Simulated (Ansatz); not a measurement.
## Phonons of Lu3TlC (Pm-3m) against volume

Aim: how the phonons of Lu3TlC (Pm-3m) shift with volume, and the thermal expansion that follows.

Method: DFT PBEsol, scalar-relativistic, plane waves, PAW; PAW set soft_1, in Ansatz 0.2.0.

## 1. Set-up

The structure is cubic, space group Pm-3m (No. 221). The conventional cell has a = 4.712 Å, b = 4.712 Å, c = 4.712 Å, α = 90.00°, β = 90.00°, γ = 90.00°. Lu has 2 C at 2.36 Å and 8 Lu at 3.33 Å and 4 Tl at 3.33 Å nearest. Nearest to Tl lie 12 Lu at 3.33 Å. Nearest to C lie 6 Lu at 2.36 Å. Farther neighbours are not listed.

## 2. Response at finite wavevector

The cell comes from relaxations at this level that are not shown. Stability and thermal properties need the whole zone. Linear response on a 2×2×2 q mesh gives force constants as far as a supercell of that size would.

The input, input.yaml:

```yaml
crystal:
  lattice:
    - [4.71229544, 0.0, 0.0]
    - [0.0, 4.71229544, 0.0]
    - [0.0, 0.0, 4.71229544]
  atoms:
    - { symbol: Lu, position: [0.5, 0.0, 0.5] }
    - { symbol: Lu, position: [0.0, 0.5, 0.5] }
    - { symbol: Lu, position: [0.5, 0.5, 0.0] }
    - { symbol: Tl, position: [0.0, 0.0, 0.0] }
    - { symbol: C, position: [0.5, 0.5, 0.5] }
kpoints:
  mp_grid: { grid: [8, 8, 8] }
hamiltonian:
  xc: pbesol
  pseudopotentials: { kind: paw, azcp: { folder: soft_1 }, xc_functional: pbe }
scf:
  occupations: { method: methfessel_paxton, width: 0.2 }
output:
  eigenvalues: true
phonons:
  method: dfpt
  qmesh: [2, 2, 2]
  temperatures: { t_max: 1000, t_step: 50 }
  qpath:
    path:
      - [[0.0, 0.0, 0.0], [0.0, 0.5, 0.0], [0.5, 0.5, 0.0], [0.0, 0.0, 0.0], [0.5, 0.5, 0.5], [0.0, 0.5, 0.0]]
      - [[0.5, 0.5, 0.5], [0.5, 0.5, 0.0]]
    npoints: 10
```

Launch:

```sh
$ ansatz run input.yaml --threads 4 --pin off --max-ram 10240MiB --backend cpu --events-out ev --progress --plain --runs-dir out
```

Numbers of over 12 decimals in the logs are rounded to 6 here.

Output:

```text
Engine: ansatz 0.2.0, aarch64-unknown-linux-gnu
Pseudopotentials: kind: paw
Pseudopotential: Lu, paw, valence charge 25, recommended cutoff 420 eV (normal), soft_1/Lu.paw.azcp
Pseudopotential: Tl, paw, valence charge 13, recommended cutoff 420 eV (normal), soft_1/Tl.paw.azcp
Pseudopotential: C, paw, valence charge 4, recommended cutoff 420 eV (normal), soft_1/C.paw.azcp
Functional definition: PBEsol
  exchange = pbesol_x
  correlation = pbesol_c
Crystal: 5 atoms, lattice volume = 104.640 Å³
Basis set: ecut = 420 eV, 2103 PW (Γ), exchange–correlation on 64×64×64 points (8 copies of the dense FFT grid, shifted against one another)
Bands: 56, of which v1, the nominal top of the filled ones, is band 46 counted from 1 (45 counted from 0)
Symmetry: 48 space group operations
k-points: 35 of 512
Non-local potential: Lu, projectors of the file, l = 0: 3, l = 1: 2, l = 2: 2, l = 3: 3
Non-local potential: Tl, projectors of the file, l = 0: 2, l = 1: 2, l = 2: 2, l = 3: 1
Non-local potential: C, projectors of the file, l = 0: 2, l = 1: 2, l = 2: 1
PAW form: soft (Blöchl's): semilocal exchange-correlation on the pseudo side does not see the compensation charge
PAW frozen core: Lu, regenerated for the run's functional, and the local potential with it (the file was generated under x = pbe(κ = 0.804, μ = 0.219515), c = pbe(β = 0.066725))
PAW frozen core: Tl, regenerated for the run's functional, and the local potential with it (the file was generated under x = pbe(κ = 0.804, μ = 0.219515), c = pbe(β = 0.066725))
PAW frozen core: C, regenerated for the run's functional, and the local potential with it (the file was generated under x = pbe(κ = 0.804, μ = 0.219515), c = pbe(β = 0.066725))
PAW one-centre angular grid: Lu, 590 points (default); XC on 64 Gauss nodes
PAW one-centre angular grid: Tl, 590 points (default); XC on 64 Gauss nodes
PAW one-centre angular grid: C, 110 points (default); XC on 64 Gauss nodes
Initial density: superposition of atomic densities (chi_scale 0.1, normalization cell, long waves kept (reshape's long-wave potential 0.00 eV rms))
Initial wavefunctions: pseudopotential atomic-orbital guess
Functional: x = pbesol(κ = 0.804, μ = 0.123457), c = pbesol(β = 0.046)
SCF iter   1: F=—  HF=-55385.143443 eV  |F-HF|=—  |Δ(HF+E_count)|=         —  Δρ=5.78e-2  dr2=6.97e0  ethr=3.10e-3  ⟨swp⟩=7.0  Hψ=8540  notcnv=0
preconditioner: auto → Kerker (q_TF=auto, 2.670 Å⁻¹)  [metal: Δε(μ)=0.068 eV  Ē_g=12.511 eV  σ=0.200 eV  W_gap=0.28  n_scr=32 (ndim 8)  ℏωp=33.7 eV  f_vac=0.000  D(μ)=1.25/eV (n_scr^D=6)]
SCF iter   2: F=—  HF=-55383.802487 eV  |F-HF|=—  |Δ(HF+E_count)|=    1.34e0  S|Δr|=    0.00e0  Δρ=2.56e-2  dr2=1.38e0  ethr=3.10e-3  ⟨swp⟩=3.5  Hψ=4167  notcnv=0  defer=103
SCF iter   3: F=—  HF=-55383.537439 eV  |F-HF|=—  |Δ(HF+E_count)|=   2.65e-1  S|Δr|=    0.00e0  Δρ=1.13e-2  dr2=2.11e-1  ethr=1.50e-3  ⟨swp⟩=2.6  Hψ=3890  notcnv=0  defer=107
SCF iter   4: F=—  HF=-55383.511182 eV  |F-HF|=—  |Δ(HF+E_count)|=   2.63e-2  S|Δr|=    0.00e0  Δρ=9.13e-3  dr2=9.44e-2  ethr=2.29e-4  ⟨swp⟩=3.0  Hψ=4833  notcnv=0  defer=107
SCF iter   5: F=—  HF=-55383.451256 eV  |F-HF|=—  |Δ(HF+E_count)|=   5.99e-2  S|Δr|=    0.00e0  Δρ=2.42e-3  dr2=8.66e-3  ethr=1.03e-4  ⟨swp⟩=3.1  Hψ=4659  notcnv=0  defer=105
SCF iter   6: F=—  HF=-55383.449469 eV  |F-HF|=—  |Δ(HF+E_count)|=   1.79e-3  S|Δr|=    0.00e0  Δρ=8.85e-4  dr2=1.58e-3  ethr=9.41e-6  ⟨swp⟩=2.6  Hψ=3524  notcnv=0  defer=105
SCF iter   7: F=—  HF=-55383.449038 eV  |F-HF|=—  |Δ(HF+E_count)|=   4.31e-4  S|Δr|=    0.00e0  Δρ=3.38e-4  dr2=1.36e-4  ethr=1.72e-6  ⟨swp⟩=2.4  Hψ=3812  notcnv=0  defer=105
SCF iter   8: F=—  HF=-55383.448988 eV  |F-HF|=—  |Δ(HF+E_count)|=   5.07e-5  S|Δr|=    0.00e0  Δρ=1.12e-4  dr2=1.30e-5  ethr=1.48e-7  ⟨swp⟩=2.6  Hψ=3590  notcnv=0  defer=105
SCF iter   9: F=—  HF=-55383.448992 eV  |F-HF|=—  |Δ(HF+E_count)|=   4.29e-6  S|Δr|=    0.00e0  Δρ=5.44e-5  dr2=2.36e-6  ethr=1.41e-8  ⟨swp⟩=3.1  Hψ=4313  notcnv=0  defer=105
SCF iter  10: F=—  HF=-55383.448992 eV  |F-HF|=—  |Δ(HF+E_count)|=   5.81e-7  S|Δr|=    0.00e0  Δρ=1.50e-5  dr2=2.16e-7  ethr=2.56e-9  ⟨swp⟩=2.7  Hψ=3819  notcnv=0  defer=105
[...]
SCF 1 converged in 16 iterations: F = -55383.448992 eV  dr2 = 5.69e-13
  greatest PAW one-centre occupation: 0.998 electrons in one spin orbital (limit 2), on the Lu atom at site 0 (counted from 0), in its partial waves of l = 0
Initial density: read from a saved state, or passed on in memory by an earlier SCF of this step, an earlier step, the calling program or the single point that the run made first
[...]
SCF iter   1: F=—  HF=-55383.448998 eV  |F-HF|=—  |Δ(HF+E_count)|=         —  Δρ=4.85e-6  dr2=1.71e-8  ethr=5.24e-7  ⟨swp⟩=4.9  Hψ=16794  notcnv=0
eigensolver tolerance schedule: the retry pair's looser diagonalisation over-reported the residual by 28108.85 of it (diagonalisation noise at an unbounded share of the residual, at the tolerance the schedule requests for it); recorded, not acted on — ethr = c·dr2/N_el stays at c = 1.0e-1
preconditioner: auto → Resta (q_TF=auto, 2.670 Å⁻¹)  ε∞=7.9  [insulator: Δε(μ)=0.140 eV  Ē_g=12.775 eV  σ=0.200 eV  W_gap=0.51  n_scr=32 (ndim 8)  ℏωp=33.7 eV  f_vac=0.000  D(μ)=0.44/eV (n_scr^D=0)  ε∞_Penn≈7.9]
SCF iter   2: F=—  HF=-55383.448992 eV  |F-HF|=—  |Δ(HF+E_count)|=   5.81e-6  S|Δr|=    0.00e0  Δρ=3.32e-6  dr2=1.09e-8  ethr=1.86e-11  ⟨swp⟩=5.5  Hψ=8399  notcnv=0
SCF iter   3: F=—  HF=-55383.448992 eV  |F-HF|=—  |Δ(HF+E_count)|=   2.53e-9  S|Δr|=    0.00e0  Δρ=1.83e-6  dr2=2.87e-9  ethr=1.18e-11  ⟨swp⟩=2.0  Hψ=2931  notcnv=0
SCF iter   4: F=—  HF=-55383.448992 eV  |F-HF|=—  |Δ(HF+E_count)|=  1.82e-10  S|Δr|=    0.00e0  Δρ=1.38e-6  dr2=1.56e-9  ethr=3.12e-12  ⟨swp⟩=1.7  Hψ=2213  notcnv=0
SCF iter   5: F=—  HF=-55383.448992 eV  |F-HF|=—  |Δ(HF+E_count)|=  1.82e-10  S|Δr|=    0.00e0  Δρ=7.18e-7  dr2=3.44e-10  ethr=1.70e-12  ⟨swp⟩=2.0  Hψ=3174  notcnv=0
SCF iter   6: F=—  HF=-55383.448992 eV  |F-HF|=—  |Δ(HF+E_count)|=    0.00e0  S|Δr|=    0.00e0  Δρ=6.90e-7  dr2=3.45e-10  ethr=1.00e-12  ⟨swp⟩=1.5  Hψ=2019  notcnv=0
SCF iter   7: F=—  HF=-55383.448992 eV  |F-HF|=—  |Δ(HF+E_count)|=  3.64e-11  S|Δr|=    0.00e0  Δρ=5.12e-7  dr2=1.98e-10  ethr=1.00e-12  ⟨swp⟩=1.5  Hψ=2072  notcnv=0
SCF iter   8: F=—  HF=-55383.448992 eV  |F-HF|=—  |Δ(HF+E_count)|=  1.46e-11  S|Δr|=    0.00e0  Δρ=4.66e-7  dr2=1.60e-10  ethr=1.00e-12  ⟨swp⟩=1.7  Hψ=2137  notcnv=0
SCF iter   9: F=—  HF=-55383.448992 eV  |F-HF|=—  |Δ(HF+E_count)|=  2.91e-11  S|Δr|=    0.00e0  Δρ=4.00e-7  dr2=1.19e-10  ethr=1.00e-12  ⟨swp⟩=1.6  Hψ=2216  notcnv=0
SCF iter  10: F=-55383.448992 eV  HF=-55383.448992 eV  |F-HF|=1.46e-11  |Δ(HF+E_count)|=  6.55e-11  S|Δr|=    0.00e0  Δρ=3.71e-8  dr2=2.84e-13  ethr=1.00e-12  ⟨swp⟩=5.3  Hψ=10171  notcnv=0
SCF 2 converged in 10 iterations: F = -55383.448992 eV  dr2 = 2.84e-13
  greatest PAW one-centre occupation: 0.998 electrons in one spin orbital (limit 2), on the Lu atom at site 2 (counted from 0), in its partial waves of l = 0
phonons: the bands overlap, so this run is a metal and interpolates without the dipole-dipole term. If the crystal is really an insulator or semiconductor, its LO-TO splitting is missing
NSCF: frozen V_eff on 35 k-points
NSCF: frozen V_eff on 125 k-points
DFPT response loops at q = (0, 0, 0) (fractional): preconditioner auto → Kerker (q_TF=auto, 2.670 Å⁻¹) (partly filled bands, converged f_vac=0.000); β = 1.00, the filter's whole step (`scf.mixing.beta` (0.50) is not read by the response loops under this deck's `scf.mixing.preconditioner`; to damp them name `kerker` or `kerker_dos`, under which they read `scf.mixing.beta`, and type it under 1.00, their step now; both keys bind the ground state too); Broyden in place of MSR1
NSCF: frozen V_eff on 250 k-points
DFPT response loops at q = (0, 0, -0.5) (fractional): mixed as the last ones told, above
NSCF: frozen V_eff on 250 k-points
DFPT response loops at q = (0, -0.5, -0.5) (fractional): mixed as the last ones told, above
NSCF: frozen V_eff on 250 k-points
DFPT response loops at q = (-0.5, -0.5, -0.5) (fractional): mixed as the last ones told, above
SCF converged after 16 iterations
Stability not checked: this state was not tested for a lower state beside it, because cold or Methfessel-Paxton smearing, or corrected tetrahedra, fill the levels in a way that the test cannot read (fill_not_monotonic; see scf.lower_state_search)
Free energy (F): -55383.448992 eV
Harris-Foulkes:  -55383.448992 eV  (|F-HF|=7.28e-12)
Internal energy: -55383.453287 eV  (E = F + TS)
E sigma→0 (E₀):  -55383.450066 eV
Entropy (-TS):   0.004295 eV (0.859 meV/atom)
Fermi energy:    14.754906 eV
--- Per-component energies (eV) ---
  E_band       = 206.667853
  E_kinetic    = 1617.198249
  E_local      = -21138.434274  (includes V_loc(G=0)·N_el)
  E_nonlocal   = 2390.613073
  E_hartree    = 8851.298792
  E_xc         = -853.239739
  E_vxc        = -942.332561  (∫ρ·V_xc dr)
  E_paw        = -32035.817545  (= ΣΔE_a)
  E_vpaw       = 577.025887  (= ΣTr[D̂ρ^β])
  E_aug_tail   = -0.000078  (compensation charges beyond the density's cutoff)
  E_ewald      = -14218.706852
  E_core_change = 3.635087  (= ΣΔE_core)
  E_smearing   = 0.004295  (= −TS)
  E_closure    = 0.000000  (closes the sum)
  Σ components = -55383.448992   (vs F -55383.448992, Δ=0.00e0)
--- Band table (eV; the first three rows and the last of 35) ---
  k-point 0: bands = [... 42 lower, 14.1730, 14.3134, 14.3134, 14.8795, 14.8795, 14.8795, 17.0273, 17.0273, ... 6 higher]
  k-point 1: bands = [... 42 lower, 14.0885, 14.4640, 14.5524, 14.7801, 14.7801, 14.9208, 16.2062, 17.2017, ... 6 higher]
  k-point 2: bands = [... 42 lower, 13.9153, 13.9153, 14.5555, 14.5555, 14.8976, 15.0293, 16.1029, 17.6520, ... 6 higher]
  k-point 34: bands = [... 42 lower, 10.7016, 14.1034, 14.1034, 14.1034, 16.4552, 16.4552, 16.4552, 17.1818, ... 6 higher]
--- Phonons (Γ-DFPT): 4 representative perturbations + reference (Σ response iterations 12) ---
  ASR residual: 4.212e-5 → 0.000e0 eV/Å²; symmetrization residual: 1.356e-6 eV/Å²
  ASR residual per site (eV/Å²): 1.58e-5 1.58e-5 1.58e-5 5.59e-6 4.21e-5
  Γ frequencies (cm⁻¹): 0.00 0.00 0.00 78.49 78.49 78.49 82.22 82.22 82.22 144.30 144.30 144.30 382.40 382.40 382.40
--- Phonons (arbitrary-q DFPT): 4 irreducible q on the 2×2×2 mesh ---
  q = [0.0000, 0.0000, 0.0000] (star 1, of the zone-centre solve; hermiticity 2.45e-7, symmetrization 8.63e-12): -0.00 0.00 0.00 78.49 78.49 78.49 82.22 82.22 82.22 144.30 144.30 144.30 382.40 382.40 382.40
  q = [0.0000, 0.0000, -0.5000] (star 3, 9 solved perturbations in 975 linear systems a pass and spin channel, the states on 125 of 512 k-point pairs; hermiticity 1.89e-7, symmetrization 2.16e-8): 65.32 65.32 65.95 65.95 78.18 81.43 94.55 94.55 101.74 132.82 132.82 158.10 428.06 428.06 546.44
  q = [0.0000, -0.5000, -0.5000] (star 3, 9 solved perturbations in 975 linear systems a pass and spin channel, the states on 125 of 512 k-point pairs; hermiticity 1.60e-7, symmetrization 6.10e-8): 30.37 70.02 70.02 72.21 87.44 87.44 93.69 93.69 119.12 133.16 133.62 182.80 419.68 520.99 520.99
  q = [-0.5000, -0.5000, -0.5000] (star 1, 4 solved perturbations in 350 linear systems a pass and spin channel, the states on 125 of 512 k-point pairs; hermiticity 1.05e-7, symmetrization 2.63e-8): 31.72 31.72 31.72 75.16 75.16 75.16 123.90 123.90 123.90 136.59 136.59 199.21 529.07 529.07 529.07
  sum rule: each row above includes the acoustic sum rule's correction from the zone centre's row sums; it moved no ω² by more than (0.98 cm⁻¹)²
  mesh force constants: q→R imaginary residual 2.49e-18; ASR residual 4.212e-5 → 0.000e0 eV/Å²; symmetrization residual 5.329e-15 eV/Å²
  interpolated dispersion: 62 rows × 15 modes
  density of states and harmonic sums: on the 14×14×14 q-mesh, interpolated from the force constants of a 2×2×2 supercell (no non-analytic term)
  largest difference from the sums on the solved wave vectors: F 7.96e-2 eV, S 1.12e-4 and C_V 3.22e-5 eV/K
  zero-point energy: 0.159047 eV/cell   skipped modes (ω ≤ 0): 3   left out of the sums: 7.29e-5 of the cell's modes: C_V's classical limit lies that fraction below 3 k_B per atom; for a crystal, a wire or a layer, F and S can be off by more, and a phonons.interpolated_qmesh denser along its periods is the remedy for the sampling
```

It took 7.2 min on 4 threads of Arm Neoverse V2, shared host; peak memory 2.1 GiB; 28 min of CPU time.

Reading the cycles: dr2 is the Hartree energy of the density residual (eV), the measure of convergence; HF is the Harris–Foulkes estimate of the energy, which meets the free energy F at convergence.

Numbers from this step:

```
volume per atom                                            : 20.93 Å³
gap on the k-mesh                                          : 0 eV
sum-rule residual before enforcement                       : 4.21e-5 eV/Å²
lowest frequency on the path                               : 0 cm⁻¹
point group                                                : m-3m
highest frequency on the path or at a solved wavevector    : 546.4 cm⁻¹
mean frequency                                             : 171 cm⁻¹
Debye temperature (second moment)                          : 430 K
logarithmic mean frequency                                 : 123.6 cm⁻¹
highest optical mode at the zone centre (no LO-TO term)    : 382.4 cm⁻¹
lowest optical zone-centre mode                            : 78.49 cm⁻¹
lowest mode on the q mesh (acoustic modes at Γ apart)      : 30.37 cm⁻¹
zero-point energy per atom                                 : 31.81 meV
heat capacity at 300 K                                     : 22.86 J/(mol atoms K)
vibrational entropy at 300 K                               : 39.13 J/(mol atoms K)
edges of the widest gap between branches, on path and mesh : 199.2, 382.4 cm⁻¹
```

Frequencies (cm⁻¹) solved at each irreducible wavevector; negative means imaginary. Frequencies by wavevector, by row:

| q in reciprocal lattice units | star | mode 1 | mode 2 | mode 3 | mode 4 | mode 13 | mode 14 | mode 15 |
| --- | --- | --- | --- | --- | --- | --- | --- | --- |
| 0 0 0 | 1 | 0 | 0 | 0 | 78.5 | 382.4 | 382.4 | 382.4 |
| 0 0 -0.5 | 3 | 65.3 | 65.3 | 66 | 66 | 428.1 | 428.1 | 546.4 |
| 0 -0.5 -0.5 | 3 | 30.4 | 70 | 70 | 72.2 | 419.7 | 521 | 521 |
| -0.5 -0.5 -0.5 | 1 | 31.7 | 31.7 | 31.7 | 75.2 | 529.1 | 529.1 | 529.1 |

Symmetry leaves 4 wavevectors to solve. The lowest mode among them, the acoustic zeros apart, lies at q = (0, -0.5, -0.5) and is real, 30.4 cm⁻¹.

## 3. Relaxing at another volume, volume ratio 0.97

The volume is scaled by 0.97 and held; symmetry leaves nothing to relax, so this is a single point. The modes can then be followed against volume.

input.yaml, the sections that differ from step 2:

```yaml
crystal:
  lattice:
    - [4.6646932416, 0.0, 0.0]
    - [0.0, 4.6646932416, 0.0]
    - [0.0, 0.0, 4.6646932416]
  atoms:
    - { symbol: Lu, position: [0.5, 0.0, 0.5] }
    - { symbol: Lu, position: [0.0, 0.5, 0.5] }
    - { symbol: Lu, position: [0.5, 0.5, 0.0] }
    - { symbol: Tl, position: [0.0, 0.0, 0.0] }
    - { symbol: C, position: [0.5, 0.5, 0.5] }
output:
  forces: true
  stress: true
  eigenvalues: true
# kpoints, hamiltonian, scf: as in step 2
# phonons: removed
```

Output:

```text
[...]
Crystal: 5 atoms, lattice volume = 101.501 Å³
Basis set: ecut = 420 eV, 1935 PW (Γ), exchange–correlation on 64×64×64 points (8 copies of the dense FFT grid, shifted against one another)
Bands: 56, of which v1, the nominal top of the filled ones, is band 46 counted from 1 (45 counted from 0)
Symmetry: 48 space group operations
[...]
k-points: 35 of 512
[...]
k-point 0: bands = [... 42 lower, 14.7651, 14.8209, 14.8209, 15.3602, 15.3602, 15.3602, 17.6127, 17.6127, ... 6 higher]
  k-point 1: bands = [... 42 lower, 14.6698, 14.9755, 15.0915, 15.2698, 15.2698, 15.4017, 16.8179, 17.7810, ... 6 higher]
  k-point 2: bands = [... 42 lower, 14.4815, 14.4815, 15.0517, 15.0517, 15.4207, 15.5106, 16.6922, 18.2308, ... 6 higher]
  k-point 34: bands = [... 42 lower, 11.1930, 14.6460, 14.6460, 14.6460, 17.0270, 17.0270, 17.0270, 17.7331, ... 6 higher]
[key lines of the parts left out:]
SCF converged after 11 iterations
Free energy (F): -55383.420008 eV
Fermi energy:    15.256752 eV
P = ⅓ Tr σ = 3.0369 GPa (30.369 kbar)
```

Wall time 3.7 s (4 threads); peak memory 0.52 GiB.

This step gave:

| Quantity | Value |
| --- | --- |
| pressure | 3.037 GPa |
| volume per atom | 20.30 Å³ |

The run ends at a pressure of 3.04 GPa.

(Continued in part 2 of 2.)

[Logs are printed without paths, hosts, clocks, repeated set-up lines and the standing remarks that a program may print on its own settings, such as how far it seeks lower states.]

[Hosts, paths, dates, database ids (printed as entryN), source tags and the programs' standing remarks are cut or masked in the printed files.]
